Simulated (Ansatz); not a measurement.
# The stack of 2H-MoSSe under blue phosphorene, shifted by a third of the diagonal between two gates, part 3 of 3

Aim: screening and gap of the neutral stack of 2H-MoSSe under blue phosphorene, shifted by a third of the diagonal between oppositely charged gates.

Ansatz 0.2.0; plane-wave DFT, LDA, Ansatz PAW (the session's first sound run).

So far, gap, the smaller of path and mesh (eV): step 3 (gated layer, displacement field 0) 0.899; step 4 (displacement field 1.81 V/nm) 0.848; step 5 (displacement field -1.81 V/nm) 0.945; step 6 (displacement field 3.62 V/nm) 0.797.

### 7. Gated layer, displacement field -3.62 V/nm

input.yaml reads:

```yaml
crystal:
  lattice:
    - [3.2002635642, 0.0, 0.0]
    - [-1.6001317821, 2.7715095454, 0.0]
    - [0.0, 0.0, 45.0171975396]
  atoms:
    - { symbol: Se, position: [0.3333333333, 0.6666666667, 0.4187288643] }
    - { symbol: Mo, position: [0.0, 0.0, 0.4561064401] }
    - { symbol: S, position: [0.3333333333, 0.6666666667, 0.4898056251] }
    - { symbol: P, position: [0.0, 0.0, 0.5536545421] }
    - { symbol: P, position: [0.6666666667, 0.3333333333, 0.5812711357] }
  periodic: [true, true, false]
  symmetry: { detect: true }
kpoints:
  mp_grid: { grid: [54, 54, 1] }
  band_path:
    path: [[0, 0, 0], [0.5, 0, 0], [0.33333333, 0.33333333, 0], [0, 0, 0]]
    npoints: 16
hamiltonian:
  xc: lda
scf:
  occupations: { method: fermi_dirac, width: 0.05 }
  convergence: { dr2_threshold: 1.0e-10 }
output:
  forces: true
  eigenvalues: true
  dos: { projected: true, e_range: [-3, 3], de: 0.01 }
  write_potential: true
  write_density: true
  volumetric_format: npy
  elf: true
external_charges:
  - { charge: 0, barrier: 10, axis: 3, height: 28.667, sigma: 0.25 }
  - { charge: 0.017739, axis: 3, height: 30.167, sigma: 0.33 }
  - { charge: 0, barrier: 10, axis: 3, height: 16.35, sigma: 0.25 }
  - { charge: -0.017739, axis: 3, height: 14.85, sigma: 0.33 }
```

Run with:

```
> ansatz run input.yaml --threads 8 --pin off --max-ram 12288MiB --backend cpu --events-out ev --progress --plain --runs-dir out
```

Numbers of over 12 decimals in the logs are rounded to 6 here.

The log of the run:

```text
[...]
Crystal: 5 atoms, lattice volume = 399.283 Å³
Basis set: ecut = 420 eV, 7891 PW (Γ)
Bands: 28, of which v1, the nominal top of the filled ones, is band 23 counted from 1 (22 counted from 0)
Symmetry: 6 space group operations
[...]
k-points: 271 of 2916 (time reversal used)
[...]
--- Band table (eV; the first three rows and the last of 271) ---
  k-point 0: bands = [... 19 lower, -6.3577, -5.7205, -5.7205, -4.8149, -2.5932, -2.5932, -2.1582, -2.1582, ... 1 higher]
  k-point 1: bands = [... 19 lower, -6.3519, -5.7780, -5.7357, -4.8181, -2.6019, -2.5860, -2.1818, -2.1632, ... 1 higher]
  k-point 2: bands = [... 19 lower, -6.3360, -5.9409, -5.7802, -4.8292, -2.6266, -2.5660, -2.2492, -2.1777, ... 1 higher]
  k-point 270: bands = [... 19 lower, -7.7140, -7.6210, -7.4215, -5.5143, -3.8483, -3.8205, -2.7774, -1.9327, ... 1 higher]
[key lines of the parts left out:]
SCF converged after 15 iterations
Free energy (F): -12549.792454 eV
Fermi energy:    -4.380124 eV
```

Elapsed: 75 s, on 8 threads of Arm Neoverse V2, shared host; peak memory 2.5 GiB; 9.9 min of CPU time.

The gap, the smaller of path and mesh, is 0.908 eV.

### 8. Gated layer, displacement field 5.43 V/nm

input.yaml: that of step 7 with these lines changed.

```diff
@@ -33,4 +33,4 @@
   - { charge: 0, barrier: 10, axis: 3, height: 28.667, sigma: 0.25 }
-  - { charge: 0.017739, axis: 3, height: 30.167, sigma: 0.33 }
+  - { charge: -0.026609, axis: 3, height: 30.167, sigma: 0.33 }
   - { charge: 0, barrier: 10, axis: 3, height: 16.35, sigma: 0.25 }
-  - { charge: -0.017739, axis: 3, height: 14.85, sigma: 0.33 }
+  - { charge: 0.026609, axis: 3, height: 14.85, sigma: 0.33 }
```

The log of the run:

```text
[...]
Crystal: 5 atoms, lattice volume = 399.283 Å³
Basis set: ecut = 420 eV, 7891 PW (Γ)
Bands: 28, of which v1, the nominal top of the filled ones, is band 23 counted from 1 (22 counted from 0)
Symmetry: 6 space group operations
[...]
k-points: 271 of 2916 (time reversal used)
[...]
--- Band table (eV; the first three rows and the last of 271) ---
  k-point 0: bands = [... 19 lower, -6.3722, -5.4490, -5.4490, -4.7540, -2.7551, -2.7551, -2.3817, -2.3817, ... 1 higher]
  k-point 1: bands = [... 19 lower, -6.3698, -5.5065, -5.4643, -4.7574, -2.7643, -2.7474, -2.4051, -2.3878, ... 1 higher]
  k-point 2: bands = [... 19 lower, -6.3626, -5.6692, -5.5088, -4.7687, -2.7907, -2.7251, -2.4712, -2.4054, ... 1 higher]
  k-point 270: bands = [... 19 lower, -7.9191, -7.2931, -7.2270, -5.7077, -4.0091, -3.5897, -2.9556, -2.1143, ... 1 higher]
[key lines of the parts left out:]
SCF converged after 15 iterations
Free energy (F): -12549.740607 eV
Fermi energy:    -4.387900 eV
```

It took 78 s on 8 threads; peak memory 2.5 GiB.

Running mean over a fixed 2.7 Å (it still follows the layers) of the planar mean; beyond a gate it holds the 10 eV model barrier. Electron's electrostatic potential energy less the Fermi level against z:

z (Å), electron's electrostatic potential energy less the Fermi level (eV) and a bar from the least value:
```
        4       12.3 ##########################
        5       12.3 ##########################
        6       12.3 ##########################
        7       12.3 ##########################
        8       12.3 ##########################
        9       12.3 ##########################
       10       12.3 ##########################
       11       12.4 ##########################
       12       12.4 ##########################
       13       12.4 ##########################
       14       12.4 ##########################
       15       12.2 ##########################
       16        9.2 ######################
       17        4.6 #################
       18       -1.4 ###########
       19       -6.4 ######
       20      -11.2 #
       21      -11.8 
       22       -6.7 #####
       23       -1.7 ###########
       24       -3.0 #########
       25       -8.4 ####
       26       -8.9 ###
       27       -2.6 ##########
       28        6.4 ###################
       29       12.0 #########################
       30       15.8 #############################
       31       16.4 ##############################
       32       16.4 ##############################
       33       16.4 ##############################
       34       16.4 ##############################
       35       16.4 ##############################
       36       16.4 ##############################
       37       16.4 ##############################
       38       16.4 ##############################
       39       16.4 ##############################
       40       16.4 ##############################
       41       16.4 ##############################
```

The gap, the smaller of path and mesh, is 0.745 eV.

### 9. The series together

This step: plane-wave DFT, LDA, Ansatz PAW; response to a displacement field between two gates (Ansatz 0.2.0).

The potential behind each gate is read from every run and counted from the uncharged case.

Numbers from this step:

```
electrostatic distance between the gates : 6.361 Å
geometric distance between the gates     : 15.32 Å
```

Electron's potential behind the upper gate less behind the lower, less the value without field. Step of the electron's potential energy between the gates against displacement field D/eps0:

```
displacement field D/eps0 (V/nm)  step of the electron's potential energy between the gates (eV)
                           -3.62                                                           -2.31
                           -1.81                                                           -1.15
                            0.00                                                               0
                            1.81                                                            1.15
                            3.62                                                            2.30
                            5.43                                                            3.45
```

The smaller of the gaps on the path and on the k-mesh, counted as 0 under 0.03 eV. Gap against displacement field D/eps0:

```
displacement field D/eps0 (V/nm)  gap (eV)
                           -3.62     0.908
                           -1.81     0.945
                            0.00     0.899
                            1.81     0.848
                            3.62     0.797
                            5.43     0.745
```

By hand: 5.43 V/nm over the 15.32 Å between the sheets would give 8.32 V in vacuum; the run has 3.45 V, as over 6.35 Å.

### 10. A changed input

This step: plane-wave DFT, LDA, Ansatz PAW, but for the change named below (Ansatz 0.2.0).

A run with a changed input: it repeats the earlier run at 1.81 V/nm with scf.initial_density.chi_scale to 0.3, hamiltonian.hubbard to sites: [species: Mo, l: d, u_eff: 2.0], double_counting: fll and hamiltonian.dispersion to d3bjatm.

input.yaml, the sections that differ from step 8:

```yaml
hamiltonian:
  xc: lda
  hubbard: { sites: [{ species: Mo, l: d, u_eff: 2.0 }], double_counting: fll }
  dispersion: d3bjatm
scf:
  occupations: { method: fermi_dirac, width: 0.05 }
  convergence: { dr2_threshold: 1.0e-10 }
  initial_density: { chi_scale: 0.3 }
output:
  forces: true
  eigenvalues: true
  write_potential: true
  write_density: true
  volumetric_format: npy
external_charges:
  - { charge: 0, barrier: 10, axis: 3, height: 28.667, sigma: 0.25 }
  - { charge: -0.00887, axis: 3, height: 30.167, sigma: 0.33 }
  - { charge: 0, barrier: 10, axis: 3, height: 16.35, sigma: 0.25 }
  - { charge: 0.00887, axis: 3, height: 14.85, sigma: 0.33 }
# crystal, kpoints: as in step 8
```

The log of the run:

```text
Warning: the engine holds no damping parameters fitted to this dispersion correction and functional, so the run takes those fitted to pbe (hamiltonian.dispersion, under Limitations)
Se: projections on atomic orbitals take those of the free atom [Ar] 3d10 4s2 4p4, of charge +0.00 (hamiltonian.pseudopotentials.projection_atoms); the dataset's partial waves leave at most 2.3e-6 of an orbital's norm unspanned inside its sphere
Mo: projections on atomic orbitals take those of the free atom [Ar 3d10] 4s2 4p6 4d5 5s1, of charge +0.00 (hamiltonian.pseudopotentials.projection_atoms); the dataset's partial waves leave at most 6.0e-6 of an orbital's norm unspanned inside its sphere
S: projections on atomic orbitals take those of the free atom [Ne] 3s2 3p4, of charge +0.00 (hamiltonian.pseudopotentials.projection_atoms); the dataset's partial waves leave at most 1.6e-7 of an orbital's norm unspanned inside its sphere
P: projections on atomic orbitals take those of the free atom [Ne] 3s2 3p3, of charge +0.00 (hamiltonian.pseudopotentials.projection_atoms); the dataset's partial waves leave at most 1.0e-7 of an orbital's norm unspanned inside its sphere
[...]
Crystal: 5 atoms, lattice volume = 399.283 Å³
Basis set: ecut = 420 eV, 7891 PW (Γ)
Bands: 28, of which v1, the nominal top of the filled ones, is band 23 counted from 1 (22 counted from 0)
Symmetry: 6 space group operations
[...]
k-points: 271 of 2916 (time reversal used)
[...]
SCF iter   1: F=—  HF=-12782.629629 eV  |F-HF|=—  |Δ(HF+E_count)|=         —  Δρ=1.99e-1  dr2=1.14e4  ethr=3.10e-3  ⟨swp⟩=35.9  Hψ=142720  notcnv=0  defer=23
[...]
SCF iter  24: F=-12549.023676 eV  HF=-12549.023676 eV  |F-HF|=6.18e-11  |Δ(HF+E_count)|=  1.11e-10  Δρ=5.83e-8  dr2=8.48e-11  ethr=1.00e-12  ⟨swp⟩=27.1  Hψ=105625  notcnv=0
SCF 1 converged in 24 iterations: F = -12549.023676 eV  dr2 = 8.48e-11
[...]
SCF converged after 24 iterations
Free energy (F): -12549.023676 eV
[...]
Internal energy: -12549.023665 eV  (E = F + TS)
E sigma→0 (E₀):  -12549.023671 eV
Entropy (-TS):   -0.000011 eV (-0.002 meV/atom)
Fermi energy:    -4.415492 eV
[...]
--- Forces (eV/Å), atoms and charges each counted from 1 ---
  atom   1  Se     0.00000000     0.00000000     0.27510335
  atom   2  Mo     0.00000000     0.00000000     0.05675572
  atom   3  S      0.00000000     0.00000000    -0.00646291
  atom   4  P      0.00000000     0.00000000    -0.10871465
  atom   5  P      0.00000000     0.00000000    -0.22117463
  external charge   1     0.00000000     0.00000000     0.14379006
  external charge   2     0.00000000     0.00000000    -0.00080412
  external charge   3     0.00000000     0.00000000    -0.14056154
  external charge   4     0.00000000     0.00000000     0.00080106
  max |Σ_I F_I| component, the external charges' with the atoms': 1.27e-3 eV/Å
--- Band table (eV; the first three rows and the last of 271) ---
  k-point 0: bands = [... 19 lower, -6.4127, -5.5549, -5.5549, -4.8110, -2.6596, -2.6596, -2.2934, -2.2934, ... 1 higher]
  k-point 1: bands = [... 19 lower, -6.4096, -5.6124, -5.5701, -4.8141, -2.6681, -2.6523, -2.3173, -2.2989, ... 1 higher]
  k-point 2: bands = [... 19 lower, -6.4008, -5.7753, -5.6146, -4.8247, -2.6926, -2.6322, -2.3852, -2.3141, ... 1 higher]
  k-point 270: bands = [... 19 lower, -7.8108, -7.4215, -7.3031, -5.6667, -4.0295, -3.6888, -2.8439, -2.0607, ... 1 higher]
Occupation matrices written to <dir>
```

Run time: 3.3 min. Hardware: 8 threads; peak memory 3.6 GiB.

Numbers from this step:

```
gap along the path                                                                  : 0.7815 eV
smallest direct gap along the path                                                  : 1.637 eV
gap, the smaller of path and mesh                                                   : 0.7815 eV
potential beyond the upper barrier and gate, less the barrier, from the Fermi level : 5.299 eV
```

The electronic bands at the labelled points (eV, zero at the Fermi level of the run, which the smearing sets inside the gap):

```
  point  band 20  band 21  band 22  band 23  band 24  band 25  band 26  band 27
      Γ    -2.00    -1.14    -1.14    -0.40     1.76     1.76     2.12     2.12
halfway    -2.66    -2.59    -2.06    -1.13     0.81     1.20     1.24     1.98
      M    -3.29    -2.58    -1.89    -1.86     0.77     0.99     1.31     2.13
halfway    -3.54    -3.18    -2.49    -1.50     0.83     1.47     1.91     2.10
      K    -3.40    -3.01    -2.89    -1.25     0.39     0.73     1.57     2.35
halfway    -3.04    -2.36    -1.91    -1.16     0.60     1.20     1.55     2.65
      Γ    -2.00    -1.14    -1.14    -0.40     1.76     1.76     2.12     2.12
```

Force by atom:

```
atom  x (eV/Å)  y (eV/Å)  z (eV/Å)   size
 Se1     0.000     0.000     0.275  0.275
 Mo2     0.000     0.000     0.057  0.057
  S3     0.000     0.000    -0.006  0.006
  P4     0.000     0.000    -0.109  0.109
  P5     0.000     0.000    -0.221  0.221
```

```
                                                                                quantity  this run  earlier run  difference
                                                                 gap along the path (eV)    0.7815       0.8484      -0.067
                                                 smallest direct gap along the path (eV)     1.637        1.697      -0.059
potential beyond the upper barrier and gate, less the barrier, from the Fermi level (eV)     5.299        5.253       0.046
```

What moves beyond 0.01 in its unit (for the dipole 0.5 % and 5e-5 e·Å): gap along the path (-0.0669 eV), smallest direct gap along the path (-0.0594 eV) and potential beyond the upper barrier and gate, less the barrier, from the Fermi level (+0.0463 eV).

### 11. The same run with other settings: hamiltonian.hubbard and hamiltonian.xc = "pbesol"

Another changed input: it repeats the earlier run at 1.81 V/nm with hamiltonian.hubbard to sites: [species: Mo, l: d, u_eff: 6.0], double_counting: fll and hamiltonian.xc from lda to pbesol.

input.yaml: that of step 10 with these lines changed.

```diff
@@ -19,5 +19,4 @@
 hamiltonian:
-  xc: lda
-  hubbard: { sites: [{ species: Mo, l: d, u_eff: 2.0 }], double_counting: fll }
-  dispersion: d3bjatm
+  xc: pbesol
+  hubbard: { sites: [{ species: Mo, l: d, u_eff: 6.0 }], double_counting: fll }
 scf:
@@ -25,3 +24,2 @@
   convergence: { dr2_threshold: 1.0e-10 }
-  initial_density: { chi_scale: 0.3 }
 output:
```

The log of the run:

```text
[...]
Crystal: 5 atoms, lattice volume = 399.283 Å³
Basis set: ecut = 420 eV, 7891 PW (Γ), exchange–correlation on 48×48×640 points (8 copies of the dense FFT grid, shifted against one another)
Bands: 28, of which v1, the nominal top of the filled ones, is band 23 counted from 1 (22 counted from 0)
Symmetry: 6 space group operations
[...]
k-points: 271 of 2916 (time reversal used)
[...]
SCF iter   1: F=—  HF=-12682.758705 eV  |F-HF|=—  |Δ(HF+E_count)|=         —  Δρ=3.15e-2  dr2=5.49e0  ethr=3.10e-3  ⟨swp⟩=16.9  Hψ=66296  notcnv=0
[...]
SCF iter  19: F=-12681.484949 eV  HF=-12681.484949 eV  |F-HF|=8.19e-10  |Δ(HF+E_count)|=  5.64e-10  Δρ=5.18e-8  dr2=1.44e-11  ethr=1.00e-12  ⟨swp⟩=14.4  Hψ=63478  notcnv=0
SCF 1 converged in 19 iterations: F = -12681.484949 eV  dr2 = 1.44e-11
[...]
SCF converged after 19 iterations
Free energy (F): -12681.484949 eV
[...]
Internal energy: -12681.484847 eV  (E = F + TS)
E sigma→0 (E₀):  -12681.484898 eV
Entropy (-TS):   -0.000102 eV (-0.020 meV/atom)
Fermi energy:    -4.468691 eV
[...]
--- Forces (eV/Å), atoms and charges each counted from 1 ---
  atom   1  Se     0.00000000     0.00000000    -0.08969037
  atom   2  Mo     0.00000000     0.00000000    -0.00788320
  atom   3  S      0.00000000     0.00000000     0.17372244
  atom   4  P      0.00000000     0.00000000    -0.13936196
  atom   5  P      0.00000000     0.00000000     0.06165427
  external charge   1     0.00000000     0.00000000     0.13885796
  external charge   2     0.00000000     0.00000000    -0.00080410
  external charge   3     0.00000000     0.00000000    -0.13729605
  external charge   4     0.00000000     0.00000000     0.00080107
  max |Σ_I F_I| component, the external charges' with the atoms': 6.08e-8 eV/Å
--- Band table (eV; the first three rows and the last of 271) ---
  k-point 0: bands = [... 19 lower, -6.4425, -5.4035, -5.4035, -4.7419, -2.3889, -2.3889, -2.0944, -2.0944, ... 1 higher]
  k-point 1: bands = [... 19 lower, -6.4372, -5.4612, -5.4188, -4.7444, -2.3965, -2.3830, -2.1187, -2.0985, ... 1 higher]
  k-point 2: bands = [... 19 lower, -6.4260, -5.6246, -5.4639, -4.7531, -2.4182, -2.3678, -2.1879, -2.1085, ... 1 higher]
  k-point 270: bands = [... 19 lower, -7.5761, -7.2975, -7.1631, -5.5561, -4.2367, -3.5325, -2.5414, -1.9101, ... 1 higher]
Occupation matrices written to <dir>
```

Wall time 87 s (8 threads); peak memory 3.7 GiB; 11 min of CPU time.

Numbers from this step:

- energy at zero smearing: -12681.4849 eV
- gap along the path: 0.5052 eV
- smallest direct gap along the path: 1.319 eV
- gap, the smaller of path and mesh: 0.5052 eV
- potential beyond the upper barrier and gate, less the barrier, from the Fermi level: 5.351 eV

Electronic bands along the path, in eV, zero at the Fermi level of the run, which the smearing sets inside the gap:

```
  point  band 20  band 21  band 22  band 23  band 24  band 25  band 26  band 27
      Γ    -1.97    -0.93    -0.93    -0.27     2.08     2.08     2.37     2.37
halfway    -2.45    -2.40    -2.05    -0.93     0.98     1.42     1.45     2.32
      M    -3.05    -2.41    -1.79    -1.65     0.97     1.15     1.33     2.36
halfway    -3.36    -2.92    -2.30    -1.38     0.79     1.66     2.11     2.45
      K    -3.11    -2.83    -2.69    -1.09     0.23     0.94     1.93     2.56
halfway    -2.93    -2.20    -1.78    -0.96     0.79     1.37     1.88     2.89
      Γ    -1.97    -0.93    -0.93    -0.27     2.08     2.08     2.37     2.37
```

Force by atom:

```
atom  x (eV/Å)  y (eV/Å)  z (eV/Å)   size
 Se1     0.000     0.000    -0.090  0.090
 Mo2     0.000     0.000    -0.008  0.008
  S3     0.000     0.000     0.174  0.174
  P4     0.000     0.000    -0.139  0.139
  P5     0.000     0.000     0.062  0.062
```

```
                                                                                quantity  this run  earlier run  difference
                                                                 gap along the path (eV)    0.5052       0.8484       -0.34
                                                 smallest direct gap along the path (eV)     1.319        1.697       -0.38
potential beyond the upper barrier and gate, less the barrier, from the Fermi level (eV)     5.351        5.253       0.098
```

What moves beyond 0.01 in its unit (for the dipole 0.5 % and 5e-5 e·Å): smallest direct gap along the path (-0.377 eV), gap along the path (-0.343 eV) and potential beyond the upper barrier and gate, less the barrier, from the Fermi level (+0.0982 eV).

### 12. Results

| Item | Value |
| --- | --- |
| gap with uncharged gates | 0.899 eV |
| electrostatic distance between the gates | 6.36 Å |
| geometric distance between the gates | 15.3 Å |
| gap at 5.43 V/nm | 0.745 eV |

The gap goes from 0.90 to 0.74 eV at 5.4 V/nm. The layers screen the field: the voltage is that of a vacuum gap 9.0 Å narrower than the real distance. The gates are charged sheets behind model barriers, not atoms. Gaps are the smaller of those on the path and on the mesh; band edges between these points would make them smaller still. Spin-orbit coupling is left out, which matters for the bands of elements this heavy.

[Logs are printed without paths, hosts, clocks, repeated set-up lines and the standing remarks that a program may print on its own settings, such as how far it seeks lower states.]

[Hosts, paths, dates, database ids (printed as entryN), source tags and the programs' standing remarks are cut or masked in the printed files.]

[Maps of the electrostatic potential energy from Ansatz leave out the sawtooth potential of an applied field or a dipole correction, so their vacuum need not be flat; planar profiles and work functions include it.]
